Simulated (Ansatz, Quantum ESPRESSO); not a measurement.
# Conductance against width: a In chain with one bond drawn out, part 4 of 5

Wanted: T at the Fermi level along a series, and its decay constant, for a In chain with one bond drawn out.

Quantum ESPRESSO 7.5; plane-wave DFT, PBE, GBRV ultrasoft pseudopotentials; cross-check by Ansatz 0.2.0 with PAW datasets.

So far. Step 6 (Transmission with pwcond.x, 1.2 Å): T goes from 2.75 to 1.64, a factor of 1.7. Step 7 (The same in Ansatz, 1.2 Å): Ansatz finds T = 1.36 against pwcond's 1.64.

**8. SCF with pw.x, 2 Å**

Level of this step: plane-wave DFT, PBE, GBRV ultrasoft pseudopotentials (Quantum ESPRESSO 7.5).

j2.scf.in reads:

```
&control
  prefix = 'j2.scf'
  outdir = './out'
  pseudo_dir = './pseudo'
  calculation = 'scf'
  tprnfor = .true.
/
&system
  ibrav = 0
  nat = 10
  ntyp = 1
  ecutwfc = 34
  ecutrho = 170
  occupations = 'smearing'
  smearing = 'mv'
  degauss = 0.01
/
&electrons
  conv_thr = 1e-07
  mixing_beta = 0.25
  electron_maxstep = 120
  mixing_mode = 'local-TF'
/
ATOMIC_SPECIES
  In  114.8180  in_pbe_v1.4.uspp.F.UPF
CELL_PARAMETERS angstrom
  7.50000000000000 0.00000000000000 0.00000000000000
  0.00000000000000 7.50000000000000 0.00000000000000
  0.00000000000000 0.00000000000000 31.50000000000000
ATOMIC_POSITIONS crystal
  In  0.500000000000 0.500000000000 0.000000000000
  In  0.500000000000 0.500000000000 0.093650793651
  In  0.500000000000 0.500000000000 0.187301587302
  In  0.500000000000 0.500000000000 0.280952380952
  In  0.500000000000 0.500000000000 0.374603174603
  In  0.500000000000 0.500000000000 0.531746031746
  In  0.500000000000 0.500000000000 0.625396825397
  In  0.500000000000 0.500000000000 0.719047619048
  In  0.500000000000 0.500000000000 0.812698412698
  In  0.500000000000 0.500000000000 0.906349206349
K_POINTS automatic
  1 1 3 0 0 0
```

Run with:

```
$ OMP_NUM_THREADS=1 mpirun -n 4 pw.x -nk 1 -in j2.scf.in > j2.scf.out
```

Numbers of over 12 decimals in the logs are rounded to 6 here.

Output:

```text
[banner, memory and clock lines left out]
Program PWSCF v.7.5 starts
[...]
Message from routine setup:
[...]
number of electrons       =       130.00
     number of Kohn-Sham states=           78
     kinetic-energy cutoff     =      34.0000  Ry
     charge density cutoff     =     170.0000  Ry
[...]
number of k points=     2  Marzari-Vanderbilt smearing, width (Ry)=  0.0100
[...]
Dense  grid:   447523 G-vectors     FFT dimensions: (  60,  60, 250)
[...]
negative rho (up, down):  1.508E-02 0.000E+00
     Starting wfcs are   90 randomized atomic wfcs
[...]
negative rho (up, down):  4.307E-01 0.000E+00
[...]
estimated scf accuracy    <      52.58228366 Ry
[...]
negative rho (up, down):  1.518E+00 0.000E+00
[...]
estimated scf accuracy    <      28.22049028 Ry
[...]
negative rho (up, down):  1.633E+00 0.000E+00
[...]
estimated scf accuracy    <       2.02884891 Ry
[...]
negative rho (up, down):  1.488E+00 0.000E+00
[...]
estimated scf accuracy    <       1.19737695 Ry
[...]
negative rho (up, down):  1.157E+00 0.000E+00
[...]
estimated scf accuracy    <       0.50959526 Ry
[...]
negative rho (up, down):  8.877E-01 0.000E+00
[...]
estimated scf accuracy    <       0.14497106 Ry
[...]
negative rho (up, down):  7.707E-01 0.000E+00
[...]
estimated scf accuracy    <       0.04121324 Ry
[...]
negative rho (up, down):  7.431E-02 0.000E+00
[...]
estimated scf accuracy    <       0.03189438 Ry
[...]
negative rho (up, down):  5.085E-02 0.000E+00
[...]
estimated scf accuracy    <       0.00565126 Ry
[...]
negative rho (up, down):  2.454E-02 0.000E+00
[...]
estimated scf accuracy    <       0.00115339 Ry
[...]
negative rho (up, down):  1.307E-02 0.000E+00
[...]
estimated scf accuracy    <       0.00021430 Ry
[...]
negative rho (up, down):  7.095E-03 0.000E+00
[...]
estimated scf accuracy    <       0.00005325 Ry
[...]
negative rho (up, down):  5.177E-03 0.000E+00
[...]
estimated scf accuracy    <       0.00001400 Ry
[...]
negative rho (up, down):  4.982E-03 0.000E+00
[...]
estimated scf accuracy    <       0.00001148 Ry
[...]
negative rho (up, down):  4.767E-03 0.000E+00
[...]
estimated scf accuracy    <       0.00000724 Ry
[...]
negative rho (up, down):  4.963E-03 0.000E+00
[...]
estimated scf accuracy    <       0.00000134 Ry
[...]
negative rho (up, down):  4.960E-03 0.000E+00
[...]
estimated scf accuracy    <       0.00000071 Ry
[...]
negative rho (up, down):  4.992E-03 0.000E+00
[...]
estimated scf accuracy    <       0.00000038 Ry
[...]
negative rho (up, down):  5.052E-03 0.000E+00
[...]
estimated scf accuracy    <       0.00000016 Ry
[...]
negative rho (up, down):  5.048E-03 0.000E+00
[...]
the Fermi energy is    -1.1865 ev
!    total energy              =   -1333.79779589 Ry
     estimated scf accuracy    <       0.00000002 Ry
     smearing contrib. (-TS)   =      -0.00468344 Ry
     internal energy E=F+TS    =   -1333.79311245 Ry
[...]
one-electron contribution =   -1450.85256760 Ry
     hartree contribution      =     778.73620181 Ry
     xc contribution           =    -376.26306970 Ry
     ewald contribution        =    -285.41367696 Ry
     convergence has been achieved in  20 iterations
     negative rho (up, down):  5.048E-03 0.000E+00
[...]
Total force =     0.029600     Total SCF correction =     0.000253
[...]
```

Elapsed: 91 s, on 4 MPI ranks of Arm Neoverse V2, shared host; peak memory 2 GiB; 6.1 min of CPU time.

This step gave:

- free energy: -18147.2435 eV
- Fermi energy: -1.187 eV

**9. Transmission with pwcond.x, 2 Å**

j2.cond.in reads:

```
&inputcond
  outdir = './out'
  prefixt = 'j2.scf'
  tran_file = 'j2.cond.dat'
  bdl = 0.7866666667
  bds = 4.2000000000
  ikind = 1
  ewind = 4.0
  epsproj = 1e-05
  nz1 = 7
  energy0 = 2.0
  denergy = -0.1
/
1
  0.00000000 0.00000000 1.00000000
41
```

Run with:

```
$ OMP_NUM_THREADS=1 mpirun -n 4 pwcond.x -in j2.cond.in > j2.cond.out
```

Output:

```text
[banner, memory and clock lines left out]
Program PWCOND v.7.5 starts
[citation notice left out]

[...]
./out/j2.scf.save/

[...]
negative rho (up, down):  5.048E-03 0.000E+00
     Reading collected, re-writing distributed wavefunctions

===== INPUT FILE containing all the regions =====

     GEOMETRY:

     lattice parameter (alat)  =      14.1729  a.u.
     the volume                =   11957.2052 (a.u.)^3
     the cross section         =     200.8724 (a.u.)^2
     l of the unit cell        =       4.2000 (alat)
[...]
T_tot    -0.30000      0.44823E+00
   T_tot    -0.40000      0.42951E+00
   T_tot    -0.50000      0.41069E+00
   T_tot    -0.60000      0.39209E+00
   T_tot    -0.70000      0.37392E+00
   T_tot    -0.80000      0.35606E+00
   T_tot    -0.90000      0.33751E+00
   T_tot    -1.00000      0.31460E+00
   T_tot    -1.10000      0.27363E+00
   T_tot    -1.20000      0.14040E+00
   T_tot    -1.30000      0.00000E+00
   T_tot    -1.40000      0.00000E+00
   T_tot    -1.50000      0.00000E+00
   T_tot    -1.60000      0.00000E+00
   T_tot    -1.70000      0.00000E+00
   T_tot    -1.80000      0.00000E+00
   T_tot    -1.90000      0.00000E+00
   T_tot    -2.00000      0.40610E-02

[...]
```

It took 4.2 min on 4 MPI ranks; peak memory 0.53 GiB.

Read from the output:

* transmission at the Fermi level, one spin: 0.4949
* conductance: 0.4949 G₀

Per spin. Transmission against energy, zero at the Fermi level:

```tsv
energy (eV)	transmission
-2.00	0.00203
-1.80	0
-1.60	0
-1.40	0
-1.20	0.0702
-1.00	0.157
-0.90	0.169
-0.70	0.187
-0.50	0.205
-0.30	0.224
-0.10	0.369
0.00	0.495
0.10	0.425
0.30	0.370
0.50	0.388
0.70	0.410
0.90	0.447
1.00	0.482
1.20	0.517
1.40	0.581
1.60	0.642
1.80	0.728
2.00	0.939
```

T goes from 1.64 to 0.495, a factor of 3.3.

**10. Cross-check with Ansatz, 2 Å**

Level of this step: plane-wave DFT, PBE, Ansatz PAW (Ansatz 0.2.0).

input.yaml reads:

```yaml
crystal:
  lattice:
    - [7.5, 0.0, 0.0]
    - [0.0, 7.5, 0.0]
    - [0.0, 0.0, 31.5]
  atoms:
    - { symbol: In, position: [0.5, 0.5, 0.0] }
    - { symbol: In, position: [0.5, 0.5, 0.0936507937] }
    - { symbol: In, position: [0.5, 0.5, 0.1873015873] }
    - { symbol: In, position: [0.5, 0.5, 0.280952381] }
    - { symbol: In, position: [0.5, 0.5, 0.3746031746] }
    - { symbol: In, position: [0.5, 0.5, 0.5317460317] }
    - { symbol: In, position: [0.5, 0.5, 0.6253968254] }
    - { symbol: In, position: [0.5, 0.5, 0.719047619] }
    - { symbol: In, position: [0.5, 0.5, 0.8126984127] }
    - { symbol: In, position: [0.5, 0.5, 0.9063492063] }
kpoints:
  mp_grid: { grid: [1, 1, 4] }
hamiltonian:
  xc: pbe
scf:
  occupations: { method: fermi_dirac, width: 0.1 }
  convergence: { dr2_threshold: 1.0e-08 }
output:
  transmission:
    leads: [[0, 1]]
    e_range: [-2.0, 2.0]
    de: 0.05
    kmesh: [1, 1]
    reduced_basis: true
  write_potential: true
  write_density: true
  volumetric_format: npy
  elf: true
```

Run with:

```
$ ansatz run input.yaml --threads 4 --pin off --max-ram 8192MiB --backend cpu --events-out ev --progress --plain --runs-dir out
```

Output:

```text
[...]
Crystal: 10 atoms, lattice volume = 1771.875 Å³
Basis set: ecut = 420 eV, 34633 PW (Γ)
Bands: 78, of which v1, the nominal top of the filled ones, is band 65 counted from 1 (64 counted from 0)
Symmetry: 16 space group operations
[...]
k-points: 3 of 4
[...]
k-point 2: bands = [... 61 lower, -1.4978, -1.3043, -1.3043, -1.2149, -1.2149, -1.0217, -1.0217, -0.7976, ... 9 higher]
--- Transmission ---
  basis      : 497 plane waves across, 40 finite elements along
  points     : 1, standing for a mesh of 1 x 1
[...]
channels       : 3.000000e0 a spin
[...]
junction   : crystal 0 to crystal 0, -1.47 to 27.07 Å
    transmission   : 3.928515e-1 a spin
[...]
[key lines of the parts left out:]
SCF converged after 12 iterations
Free energy (F): -55965.947912 eV
Fermi energy:    -1.174303 eV
```

The job ended after 22 s (4 threads; peak memory 2.4 GiB; 81 s of CPU time).

This step gave:

* free energy: -55965.9479 eV
* energy at zero smearing: -55965.5465 eV
* smearing term TS: 0.8027 eV
* Fermi energy: -1.174 eV
* transmission at the Fermi level, one spin: 0.3929
* step of the lead's Hamiltonian over a period: 12.5 meV

Per spin. Table of transmission by energy, zero at the Fermi level:

```tsv
energy (eV)	transmission
-2.00	0
-1.85	0
-1.70	0
-1.60	0
-1.45	0
-1.30	0
-1.15	0.104
-1.05	0.132
-0.90	0.157
-0.75	0.174
-0.60	0.189
-0.50	0.198
-0.35	0.211
-0.20	0.223
-0.05	0.355
0.00	0.393
0.05	0.405
0.20	0.385
0.35	0.374
0.50	0.381
0.60	0.391
0.75	0.414
0.90	0.441
1.05	0.471
1.15	0.493
1.30	0.525
1.45	0.557
1.60	0.592
1.70	0.616
1.85	0.661
2.00	0.725
```

Ansatz finds T = 0.393 against pwcond's 0.495.

**11. SCF with pw.x, 3 Å**

Level of this step: plane-wave DFT, PBE, GBRV ultrasoft pseudopotentials (Quantum ESPRESSO 7.5).

j3.scf.in reads:

```
&control
  prefix = 'j3.scf'
  outdir = './out'
  pseudo_dir = './pseudo'
  calculation = 'scf'
  tprnfor = .true.
/
&system
  ibrav = 0
  nat = 10
  ntyp = 1
  ecutwfc = 34
  ecutrho = 170
  occupations = 'smearing'
  smearing = 'mv'
  degauss = 0.01
/
&electrons
  conv_thr = 1e-07
  mixing_beta = 0.25
  electron_maxstep = 120
  mixing_mode = 'local-TF'
/
ATOMIC_SPECIES
  In  114.8180  in_pbe_v1.4.uspp.F.UPF
CELL_PARAMETERS angstrom
  7.50000000000000 0.00000000000000 0.00000000000000
  0.00000000000000 7.50000000000000 0.00000000000000
  0.00000000000000 0.00000000000000 32.50000000000000
ATOMIC_POSITIONS crystal
  In  0.500000000000 0.500000000000 0.000000000000
  In  0.500000000000 0.500000000000 0.090769230769
  In  0.500000000000 0.500000000000 0.181538461538
  In  0.500000000000 0.500000000000 0.272307692308
  In  0.500000000000 0.500000000000 0.363076923077
  In  0.500000000000 0.500000000000 0.546153846154
  In  0.500000000000 0.500000000000 0.636923076923
  In  0.500000000000 0.500000000000 0.727692307692
  In  0.500000000000 0.500000000000 0.818461538462
  In  0.500000000000 0.500000000000 0.909230769231
K_POINTS automatic
  1 1 3 0 0 0
```

Run with:

```
$ OMP_NUM_THREADS=1 mpirun -n 4 pw.x -nk 1 -in j3.scf.in > j3.scf.out
```

Output:

```text
[banner, memory and clock lines left out]
Program PWSCF v.7.5 starts
[...]
Message from routine setup:
[...]
number of electrons       =       130.00
     number of Kohn-Sham states=           78
     kinetic-energy cutoff     =      34.0000  Ry
     charge density cutoff     =     170.0000  Ry
[...]
number of k points=     2  Marzari-Vanderbilt smearing, width (Ry)=  0.0100
[...]
Dense  grid:   461731 G-vectors     FFT dimensions: (  60,  60, 256)
[...]
negative rho (up, down):  1.568E-02 0.000E+00
     Starting wfcs are   90 randomized atomic wfcs
[...]
negative rho (up, down):  4.248E-01 0.000E+00
[...]
estimated scf accuracy    <      52.35180391 Ry
[...]
negative rho (up, down):  1.486E+00 0.000E+00
[...]
estimated scf accuracy    <      28.31302526 Ry
[...]
negative rho (up, down):  1.596E+00 0.000E+00
[...]
estimated scf accuracy    <       1.90437636 Ry
[...]
negative rho (up, down):  1.434E+00 0.000E+00
[...]
estimated scf accuracy    <       0.74672166 Ry
[...]
negative rho (up, down):  9.172E-01 0.000E+00
[...]
estimated scf accuracy    <       0.45711799 Ry
[...]
negative rho (up, down):  7.309E-01 0.000E+00
[...]
estimated scf accuracy    <       0.04334361 Ry
[...]
negative rho (up, down):  1.743E-01 0.000E+00
[...]
estimated scf accuracy    <       0.03957343 Ry
[...]
negative rho (up, down):  6.292E-02 0.000E+00
[...]
estimated scf accuracy    <       0.00764702 Ry
[...]
negative rho (up, down):  3.231E-02 0.000E+00
[...]
estimated scf accuracy    <       0.00108166 Ry
[...]
negative rho (up, down):  6.233E-03 0.000E+00
[...]
estimated scf accuracy    <       0.00046840 Ry
[...]
negative rho (up, down):  7.466E-03 0.000E+00
[...]
estimated scf accuracy    <       0.00008940 Ry
[...]
negative rho (up, down):  5.132E-03 0.000E+00
[...]
estimated scf accuracy    <       0.00001396 Ry
[...]
negative rho (up, down):  5.068E-03 0.000E+00
[...]
estimated scf accuracy    <       0.00000952 Ry
[...]
negative rho (up, down):  5.110E-03 0.000E+00
[...]
estimated scf accuracy    <       0.00000099 Ry
[...]
negative rho (up, down):  4.988E-03 0.000E+00
[...]
estimated scf accuracy    <       0.00000034 Ry
[...]
negative rho (up, down):  5.132E-03 0.000E+00
[...]
the Fermi energy is    -1.2424 ev
!    total energy              =   -1333.79356081 Ry
     estimated scf accuracy    <       0.00000006 Ry
     smearing contrib. (-TS)   =      -0.00434457 Ry
     internal energy E=F+TS    =   -1333.78921624 Ry
[...]
one-electron contribution =   -1500.92666999 Ry
     hartree contribution      =     803.63896573 Ry
     xc contribution           =    -376.28728704 Ry
     ewald contribution        =    -260.21422494 Ry
     convergence has been achieved in  16 iterations
     negative rho (up, down):  5.132E-03 0.000E+00
[...]
Total force =     0.030913     Total SCF correction =     0.000412
[...]
```

It took 80 s on 4 MPI ranks; peak memory 2 GiB; 5.3 min of CPU time.

This step gave:

```
free energy  : -18147.1859 eV
Fermi energy : -1.242 eV
```

**12. The open system, 3 Å**

j3.cond.in reads:

```
&inputcond
  outdir = './out'
  prefixt = 'j3.scf'
  tran_file = 'j3.cond.dat'
  bdl = 0.7866666667
  bds = 4.3333333333
  ikind = 1
  ewind = 4.0
  epsproj = 1e-05
  nz1 = 7
  energy0 = 2.0
  denergy = -0.1
/
1
  0.00000000 0.00000000 1.00000000
41
```

Run with:

```
$ OMP_NUM_THREADS=1 mpirun -n 4 pwcond.x -in j3.cond.in > j3.cond.out
```

Output:

```text
[banner, memory and clock lines left out]
Program PWCOND v.7.5 starts
[citation notice left out]

[...]
./out/j3.scf.save/

[...]
negative rho (up, down):  5.132E-03 0.000E+00
     Reading collected, re-writing distributed wavefunctions

===== INPUT FILE containing all the regions =====

     GEOMETRY:

     lattice parameter (alat)  =      14.1729  a.u.
     the volume                =   12336.7990 (a.u.)^3
     the cross section         =     200.8724 (a.u.)^2
     l of the unit cell        =       4.3333 (alat)
[...]
T_tot    -0.30000      0.86127E-01
   T_tot    -0.40000      0.78820E-01
   T_tot    -0.50000      0.71984E-01
   T_tot    -0.60000      0.65657E-01
   T_tot    -0.70000      0.59833E-01
   T_tot    -0.80000      0.54419E-01
   T_tot    -0.90000      0.49133E-01
   T_tot    -1.00000      0.43157E-01
   T_tot    -1.10000      0.33683E-01
   T_tot    -1.20000      0.60910E-02
   T_tot    -1.30000      0.00000E+00
   T_tot    -1.40000      0.00000E+00
   T_tot    -1.50000      0.00000E+00
   T_tot    -1.60000      0.00000E+00
   T_tot    -1.70000      0.00000E+00
   T_tot    -1.80000      0.00000E+00
   T_tot    -1.90000      0.00000E+00
   T_tot    -2.00000      0.10352E-02

[...]
```

Wall time 5.4 min (4 MPI ranks); peak memory 0.59 GiB.

Read from the output:

- transmission at the Fermi level, one spin: 0.08081
- conductance: 0.08081 G₀

Per spin. Table of transmission by energy, zero at the Fermi level:

```tsv
energy (eV)	transmission
-2.00	5.2e-4
-1.90	0
-1.70	0
-1.60	0
-1.40	0
-1.30	0
-1.20	0.00305
-1.00	0.0216
-0.90	0.0246
-0.80	0.0272
-0.60	0.0328
-0.50	0.0360
-0.30	0.0431
-0.20	0.0469
-0.10	0.0627
0.00	0.0808
0.10	0.0773
0.20	0.0757
0.30	0.0791
0.50	0.0909
0.60	0.0978
0.80	0.115
0.90	0.126
1.00	0.140
1.20	0.169
1.30	0.190
1.40	0.215
1.60	0.279
1.70	0.327
1.90	0.499
2.00	0.691
```

T goes from 0.495 to 0.0808, a factor of 6.1.

**13. Cross-check with Ansatz, 3 Å**

Level of this step: plane-wave DFT, PBE, Ansatz PAW (Ansatz 0.2.0).

input.yaml, the sections that differ from step 10:

```yaml
crystal:
  lattice:
    - [7.5, 0.0, 0.0]
    - [0.0, 7.5, 0.0]
    - [0.0, 0.0, 32.5]
  atoms:
    - { symbol: In, position: [0.5, 0.5, 0.0] }
    - { symbol: In, position: [0.5, 0.5, 0.0907692308] }
    - { symbol: In, position: [0.5, 0.5, 0.1815384615] }
    - { symbol: In, position: [0.5, 0.5, 0.2723076923] }
    - { symbol: In, position: [0.5, 0.5, 0.3630769231] }
    - { symbol: In, position: [0.5, 0.5, 0.5461538462] }
    - { symbol: In, position: [0.5, 0.5, 0.6369230769] }
    - { symbol: In, position: [0.5, 0.5, 0.7276923077] }
    - { symbol: In, position: [0.5, 0.5, 0.8184615385] }
    - { symbol: In, position: [0.5, 0.5, 0.9092307692] }
# kpoints, hamiltonian, scf, output: as in step 10
```

Run with:

```
$ ansatz run input.yaml --threads 4 --pin off --max-ram 8192MiB --backend cpu --events-out ev --progress --plain --runs-dir out
```

Output:

```text
[...]
Crystal: 10 atoms, lattice volume = 1828.125 Å³
Basis set: ecut = 420 eV, 35749 PW (Γ)
Bands: 78, of which v1, the nominal top of the filled ones, is band 65 counted from 1 (64 counted from 0)
Symmetry: 16 space group operations
[...]
k-points: 3 of 4
[...]
k-point 2: bands = [... 61 lower, -1.4713, -1.3651, -1.3651, -1.2660, -1.2660, -1.0937, -1.0937, -0.8420, ... 9 higher]
--- Transmission ---
  basis      : 497 plane waves across, 41 finite elements along
  points     : 1, standing for a mesh of 1 x 1
[...]
channels       : 3.000000e0 a spin
[...]
junction   : crystal 0 to crystal 0, -1.47 to 28.08 Å
    transmission   : 6.632053e-2 a spin
[...]
[key lines of the parts left out:]
SCF converged after 12 iterations
Free energy (F): -55965.903469 eV
Fermi energy:    -1.235262 eV
```

Wall time 24 s (4 threads); peak memory 2.5 GiB; 86 s of CPU time.

Numbers from this step:

```
free energy                                  : -55965.9035 eV
energy at zero smearing                      : -55965.5005 eV
smearing term TS                             : 0.8059 eV
Fermi energy                                 : -1.235 eV
transmission at the Fermi level, one spin    : 0.06632
step of the lead's Hamiltonian over a period : 15 meV
```

Per spin. The transmission by energy, zero at the Fermi level:

```tsv
energy (eV)	transmission
-2.00	0
-1.90	0
-1.80	0
-1.70	0
-1.55	0
-1.45	0
-1.35	0
-1.25	0.00514
-1.15	0.0131
-1.05	0.0178
-0.90	0.0229
-0.80	0.0258
-0.70	0.0286
-0.60	0.0314
-0.50	0.0342
-0.40	0.0372
-0.25	0.0419
-0.15	0.0465
-0.05	0.0605
0.00	0.0663
0.05	0.0694
0.15	0.0715
0.25	0.0736
0.40	0.0791
0.50	0.0843
0.60	0.0906
0.70	0.0978
0.80	0.106
0.90	0.115
1.05	0.131
1.15	0.144
1.25	0.158
1.35	0.173
1.45	0.192
1.55	0.213
1.70	0.253
1.80	0.288
1.90	0.334
2.00	0.399
```

Ansatz finds T = 0.0663 against pwcond's 0.0808.

(Continued in part 5 of 5.)

[Logs are printed without paths, hosts, clocks, repeated set-up lines and the standing remarks that a program may print on its own settings, such as how far it seeks lower states.]

[Hosts, paths, dates, database ids (printed as entryN), source tags and the programs' standing remarks are cut or masked in the printed files.]

[Maps of the electrostatic potential energy from Ansatz leave out the sawtooth potential of an applied field or a dipole correction, so their vacuum need not be flat; planar profiles and work functions include it.]
